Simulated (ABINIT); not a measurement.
# A GW chain in ABINIT: MgO (Fm-3m)

How does a plane-wave GW calculation on MgO (Fm-3m) run from the first input to the gap?

Calculated with ABINIT 10.8.3; PBEsol and many-body steps on it, plane waves.

**Experimental background.**

- Gap 7.83 eV: direct gap at Gamma, low temperature; bulk crystal (literature value) (quoted in “The Band-Gap Studies of Short-Period CdO/MgO Superlattices”, 2021, pmc:8035356).

- Gap 7.83 eV: literature experimental gap; bulk crystal (quoted in “Electronic structure of alkaline earth and post-transition metal oxides”, 2009, arxiv:0908.1581).

This is a report of a sequence of runs, with most program output left out.

## 1. Set-up

Symmetry: Fm-3m, No. 225, cubic system. The conventional cell has a = 4.194 Å, b = 4.194 Å, c = 4.194 Å, α = 90.00°, β = 90.00°, γ = 90.00°. Nearest to Mg lie 6 O at 2.10 Å. Nearest to O lie 6 Mg at 2.10 Å. Farther neighbours and most contacts between anions are not listed.

The cell and positions are those that the Materials Project relaxed with its own functionals (PBE, PBE+U or r2SCAN), kept fixed.

## 2. Ground state

This step: ABINIT 10.8.3; DFT, PBEsol, plane waves, norm-conserving pseudopotentials.

The ground-state density comes first.

run.abi

```
acell 3*1.0 Angstrom
rprim 
  -0.000000000000 2.097001392700 2.097001392700
  2.097001392700 -0.000000000000 2.097001392700
  2.097001392700 2.097001392700 -0.000000000000
ntypat 2
znucl 12 8
natom 2
typat 1 2
xred 
  0.000000000000 0.000000000000 0.000000000000
  0.500000000000 0.500000000000 0.500000000000
pp_dirpath "pseudos"
pseudos "Mg.upf, O.upf"
ecut 38
ngkpt 8 8 8
nshiftk 1
shiftk 0 0 0
kptopt 1
chksymbreak 0
nband 13
occopt 1
tolvrs 1e-10
nstep 60
prtwf 0
optforces 0
optstress 0
indata_prefix "in"
outdata_prefix "out"
tmpdata_prefix "tmp"
```

Started as:

```console
$ OMP_NUM_THREADS=1 mpirun -n 8 abinit run.abi > log
```

Run time: 3.5 s. Hardware: 8 MPI ranks of Arm Neoverse V1, shared host; peak memory 0.48 GiB; 27 s of CPU time.

Numbers from this step:

| Property | Result |
| --- | --- |
| total energy | -2065.6640 eV |
| gap | 4.791 eV |
| k of the valence top | 0, 0, 0 |
| k of the conduction bottom | 0, 0, 0 |
| least direct gap | 4.791 eV |

The gap is direct, at Γ.

## 3. Bands along the symmetry lines

The cheap functional maps the bands first; the places of the edges decide which points the dearer methods must see.

run.abi

```
acell 3*1.0 Angstrom
rprim 
  -0.000000000000 2.097001392700 2.097001392700
  2.097001392700 -0.000000000000 2.097001392700
  2.097001392700 2.097001392700 -0.000000000000
ntypat 2
znucl 12 8
natom 2
typat 1 2
xred 
  0.000000000000 0.000000000000 0.000000000000
  0.500000000000 0.500000000000 0.500000000000
pp_dirpath "pseudos"
pseudos "Mg.upf, O.upf"
ecut 38
iscf -2
irdden 1
kptopt 0
nkpt 50
kpt 
  0.00000000 0.00000000 0.00000000
  0.06250000 0.00000000 0.06250000
  0.12500000 0.00000000 0.12500000
  0.18750000 0.00000000 0.18750000
  0.25000000 0.00000000 0.25000000
  0.31250000 0.00000000 0.31250000
  0.37500000 0.00000000 0.37500000
  0.43750000 0.00000000 0.43750000
  0.50000000 0.00000000 0.50000000
  0.51562500 0.03125000 0.51562500
  0.53125000 0.06250000 0.53125000
  0.54687500 0.09375000 0.54687500
  0.56250000 0.12500000 0.56250000
  0.57812500 0.15625000 0.57812500
  0.59375000 0.18750000 0.59375000
  0.60937500 0.21875000 0.60937500
  0.62500000 0.25000000 0.62500000
  0.37500000 0.37500000 0.75000000
  0.32812500 0.32812500 0.65625000
  0.28125000 0.28125000 0.56250000
  0.23437500 0.23437500 0.46875000
  0.18750000 0.18750000 0.37500000
  0.14062500 0.14062500 0.28125000
  0.09375000 0.09375000 0.18750000
  0.04687500 0.04687500 0.09375000
  0.00000000 0.00000000 0.00000000
  0.06250000 0.06250000 0.06250000
  0.12500000 0.12500000 0.12500000
  0.18750000 0.18750000 0.18750000
  0.25000000 0.25000000 0.25000000
  0.31250000 0.31250000 0.31250000
  0.37500000 0.37500000 0.37500000
  0.43750000 0.43750000 0.43750000
  0.50000000 0.50000000 0.50000000
  0.50000000 0.46875000 0.53125000
  0.50000000 0.43750000 0.56250000
  0.50000000 0.40625000 0.59375000
  0.50000000 0.37500000 0.62500000
  0.50000000 0.34375000 0.65625000
  0.50000000 0.31250000 0.68750000
  0.50000000 0.28125000 0.71875000
  0.50000000 0.25000000 0.75000000
  0.50000000 0.21875000 0.71875000
  0.50000000 0.18750000 0.68750000
  0.50000000 0.15625000 0.65625000
  0.50000000 0.12500000 0.62500000
  0.50000000 0.09375000 0.59375000
  0.50000000 0.06250000 0.56250000
  0.50000000 0.03125000 0.53125000
  0.50000000 0.00000000 0.50000000
istwfk *1
nband 18
nbdbuf 5
tolwfr 1e-07
nstep 50
prtwf 0
prtvol 0
indata_prefix "in"
outdata_prefix "out"
tmpdata_prefix "tmp"
```

It took 3 s on 8 MPI ranks; peak memory 0.07 GiB.

Numbers from this step:

```yaml
gap: 4.791 eV
k_of_the_valence_top: 0, 0, 0
k_of_the_conduction_bottom: 0, 0, 0
least_direct_gap: 4.791 eV
```

The gap is 4.791 eV, as in the run before at this level.

Electronic bands along the path, in eV, zero at the top of the highest filled band; v1 is the highest filled band, c1 the lowest empty one:

| point | v4 | v3 | v2 | v1 | c1 | c2 | c3 | c4 |
| --- | --- | --- | --- | --- | --- | --- | --- | --- |
| Γ | -17.20 | 0.00 | 0.00 | 0.00 | 4.79 | 15.86 | 15.86 | 15.86 |
| halfway | -16.40 | -2.67 | -0.75 | -0.75 | 8.13 | 11.11 | 15.55 | 17.52 |
| X | -15.59 | -4.15 | -1.37 | -1.37 | 9.04 | 10.04 | 13.10 | 19.04 |
| halfway | -15.57 | -4.00 | -1.83 | -1.32 | 9.44 | 10.56 | 12.93 | 18.67 |
| U | -15.56 | -3.56 | -2.76 | -1.16 | 10.05 | 11.85 | 12.52 | 18.19 |
| jump to K | -15.56 | -3.56 | -2.76 | -1.16 | 10.05 | 11.85 | 12.52 | 18.19 |
| halfway | -16.32 | -2.98 | -1.20 | -0.40 | 8.21 | 11.96 | 15.42 | 18.00 |
| Γ | -17.20 | 0.00 | 0.00 | 0.00 | 4.79 | 15.86 | 15.86 | 15.86 |
| halfway | -16.57 | -2.70 | -0.34 | -0.34 | 7.13 | 12.55 | 16.70 | 16.70 |
| L | -15.82 | -4.71 | -0.66 | -0.66 | 7.86 | 12.65 | 16.34 | 16.34 |
| halfway | -15.67 | -4.08 | -1.97 | -1.00 | 9.65 | 12.21 | 13.54 | 16.95 |
| W | -15.52 | -3.01 | -3.01 | -1.80 | 11.62 | 11.62 | 12.25 | 15.60 |
| halfway | -15.55 | -3.85 | -1.93 | -1.59 | 9.94 | 10.93 | 12.75 | 17.42 |
| X | -15.59 | -4.15 | -1.37 | -1.37 | 9.04 | 10.04 | 13.10 | 19.04 |

## 4. Empty states on the mesh, 6×6×6 mesh, 117 bands

The sums over transitions need many empty states on a uniform mesh; this step solves for them.

run.abi

```
acell 3*1.0 Angstrom
rprim 
  -0.000000000000 2.097001392700 2.097001392700
  2.097001392700 -0.000000000000 2.097001392700
  2.097001392700 2.097001392700 -0.000000000000
ntypat 2
znucl 12 8
natom 2
typat 1 2
xred 
  0.000000000000 0.000000000000 0.000000000000
  0.500000000000 0.500000000000 0.500000000000
pp_dirpath "pseudos"
pseudos "Mg.upf, O.upf"
ecut 38
ngkpt 6 6 6
nshiftk 1
shiftk 0 0 0
kptopt 1
chksymbreak 0
irdden 1
istwfk *1
nband 117
prtvol 0
optdriver 6
gwr_task "HDIAGO"
paral_kgb 0
occopt 1
indata_prefix "in"
outdata_prefix "out"
tmpdata_prefix "tmp"
```

Wall time 7.5 s (8 MPI ranks); peak memory 1.3 GiB.

This step gave:

```
gap                                                           : 4.791 eV
k of the valence top                                          : 0, 0, 0
k of the conduction bottom                                    : 0, 0, 0
least direct gap                                              : 4.791 eV
k points computed                                             : 16
lowest point of the top converged band, above the valence top : 159.5174 eV
```

On this mesh the gap is 4.791 eV.

## 5. Screening, 6×6×6 mesh, 109 bands, screening to 244.9 eV

The RPA dielectric matrix is built and inverted for each q.

This step: RPA screening on PBEsol, plane waves, norm-conserving pseudopotentials.

Changes to run.abi since step 4:

```diff
@@ -20,10 +20,17 @@
 chksymbreak 0
-irdden 1
 istwfk *1
-nband 117
-prtvol 0
-optdriver 6
-gwr_task "HDIAGO"
-paral_kgb 0
 occopt 1
+irdwfk 1
+optdriver 3
+nband 109
+ecuteps 9
+inclvkb 2
+awtr 1
+symchi 1
+gwcalctyp 2
+nfreqre 16
+freqremax 40 eV
+nfreqim 8
+spmeth 1
+nomegasf 120
 indata_prefix "in"
```

Wall time 79 s (8 MPI ranks); peak memory 1.6 GiB.

Numbers from this step:

| Property | Result |
| --- | --- |
| ε∞ with local fields, on this mesh, along the program's q direction | 3.106 |
| the same without local fields | 3.333 |
| plasma frequency | 34.59 eV |
| plane waves in the screening matrix | 169 |

Local fields lower ε∞ by 7 %.

## 6. Self-energy, 6×6×6 mesh, 109 bands, screening to 244.9 eV

The self-energy is evaluated for the states that the input lists, and the levels follow from it, in one-shot runs by the linearised quasiparticle equation.

This step: G0W0 on PBEsol, plane waves, norm-conserving pseudopotentials.

Changes to run.abi since step 5:

```diff
@@ -23,14 +23,44 @@
 irdwfk 1
-optdriver 3
+optdriver 4
 nband 109
+gwcalctyp 2
+ecutsigx 38
+symsigma 1
+nkptgw 16
+kptgw 
+  0.0000000000 0.0000000000 0.0000000000
+  0.1666666667 0.0000000000 0.0000000000
+  0.3333333333 0.0000000000 0.0000000000
+  0.5000000000 0.0000000000 0.0000000000
+  0.1666666667 0.1666666667 0.0000000000
+  0.3333333333 0.1666666667 0.0000000000
+  0.5000000000 0.1666666667 0.0000000000
+  -0.3333333333 0.1666666667 0.0000000000
+  -0.1666666667 0.1666666667 0.0000000000
+  0.3333333333 0.3333333333 0.0000000000
+  0.5000000000 0.3333333333 0.0000000000
+  -0.3333333333 0.3333333333 0.0000000000
+  0.5000000000 0.5000000000 0.0000000000
+  0.5000000000 0.3333333333 0.1666666667
+  -0.3333333333 0.3333333333 0.1666666667
+  -0.3333333333 0.5000000000 0.1666666667
+bdgw 
+  1 15
+  1 15
+  1 15
+  1 15
+  1 15
+  1 15
+  1 15
+  1 15
+  1 15
+  1 15
+  1 15
+  1 15
+  1 15
+  1 15
+  1 15
+  1 15
 ecuteps 9
-inclvkb 2
-awtr 1
-symchi 1
-gwcalctyp 2
-nfreqre 16
-freqremax 40 eV
-nfreqim 8
-spmeth 1
-nomegasf 120
+irdscr 1
 indata_prefix "in"
```

Run time: 4.3 min. Hardware: 8 MPI ranks; peak memory 2 GiB; 34 min of CPU time.

This step gave:

| Item | Value |
| --- | --- |
| G0W0 gap on the mesh | 7.311 eV |
| starting gap on the mesh | 4.791 eV |
| k of the valence top | 0, 0, 0 |
| k of the conduction bottom | 0, 0, 0 |
| Z at the valence top | 0.785 |
| Z at the conduction bottom | 0.841 |
| least direct G0W0 gap on the computed points | 7.311 eV |

The gap on the mesh goes from 4.79 eV to 7.31 eV, a correction of +2.52 eV.

Limits: finite bands, cutoff and mesh. v1 is the top filled band, c1 the lowest empty one. Levels before and after the correction, in eV, zero at the valence-band top of each column:

|  | conduction bottom | valence top |
| --- | --- | --- |
| Kohn-Sham | 4.79 | 0.00 |
| G0W0 | 7.31 | 0.00 |

|  | level | energy (eV) |
| --- | --- | --- |
| Kohn-Sham | Γ v4 | -17.201 |
| Kohn-Sham | Γ v3-v1 | 0.000 |
| Kohn-Sham | Γ c1 | 4.791 |
| Kohn-Sham | Γ c2-c4 | 15.861 |
| G0W0 | Γ v4 | -18.048 |
| G0W0 | Γ v3-v1 | 0.000 |
| G0W0 | Γ c1 | 7.311 |
| G0W0 | Γ c2-c4 | 18.614 |

## 7. Where the time went

Times are wall times on 8 MPI ranks of Arm Neoverse V1, shared host, good to a factor of about two.

| step | time | share | memory (GiB) |
| --- | --- | --- | --- |
| ground state | 3.5 s | 1 % | 0.48 |
| bands along the symmetry lines | 3 s | 1 % | 0.07 |
| empty states on the mesh | 7.5 s | 2 % | 1.3 |
| screening | 79 s | 23 % | 1.6 |
| self-energy | 4.3 min | 73 % | 2.0 |

## 8. Outcome

* PBEsol gap: 4.79 eV, direct
* G0W0 gap on the mesh: 7.31 eV
* GW settings: 6×6×6 mesh, 109 bands, screening to 244.9 eV, contour deformation
* known limits: not at the basis limit

In words: G0W0 moves the gap on the mesh from 4.79 eV to 7.31 eV (+2.52 eV), with Z of 0.79 and 0.84 at the edges. Local fields lower the RPA ε∞ on this mesh from 3.33 to 3.11. The dearest step here is «self-energy». Against experiment, by G0W0@PBEsol: the direct gap of 7.31 eV lies −0.52 eV from the measured 7.83 eV (direct, quoted 2021); the gap of 7.31 eV lies −0.52 eV from the measured 7.83 eV (kind not stated, quoted 2009). An exciton line or allowed optical edge lies below the quasiparticle gap by the binding energy; a forbidden edge can push the onset above it. The calculation has static nuclei and no excitons; a measured gap holds zero-point and thermal motion, which mostly lowers it. Against the values above the computed gap that would widen the miss. A likelier cause is too strong a screening: the start's gap is only 4.79 eV, and one shot does not repair that. Bands and cutoff are finite, so the gap is not at the basis limit. The miss can reach some tenths of an eV and take either sign; the mesh is an error of its own.

[Paths, hosts, dates, memory and timing lines, banners, echoed tables and standing remarks are left out of the program output.]

[Logs are printed without paths, hosts, clocks, repeated set-up lines and the standing remarks that a program may print on its own settings, such as how far it seeks lower states.]

[Runs of the session that timed out or met a known fault of the program may be left out.]

[No measured gap is set beside runs whose start may be inverted or whose files or cutoffs have a known fault.]

[Hosts, paths, dates, database ids (printed as entryN), source tags and the programs' standing remarks are cut or masked in the printed files.]

[G0W0 gaps are taken among the corrected bands and points alone; a level outside them can change the order at an edge.]

[Where Ansatz stands beside ABINIT at settings called matched, ABINIT's density can come from a denser mesh and the files from another edition; pairs whose starting gaps differed by over 0.03 eV were left out, so agreement reads better than it is.]
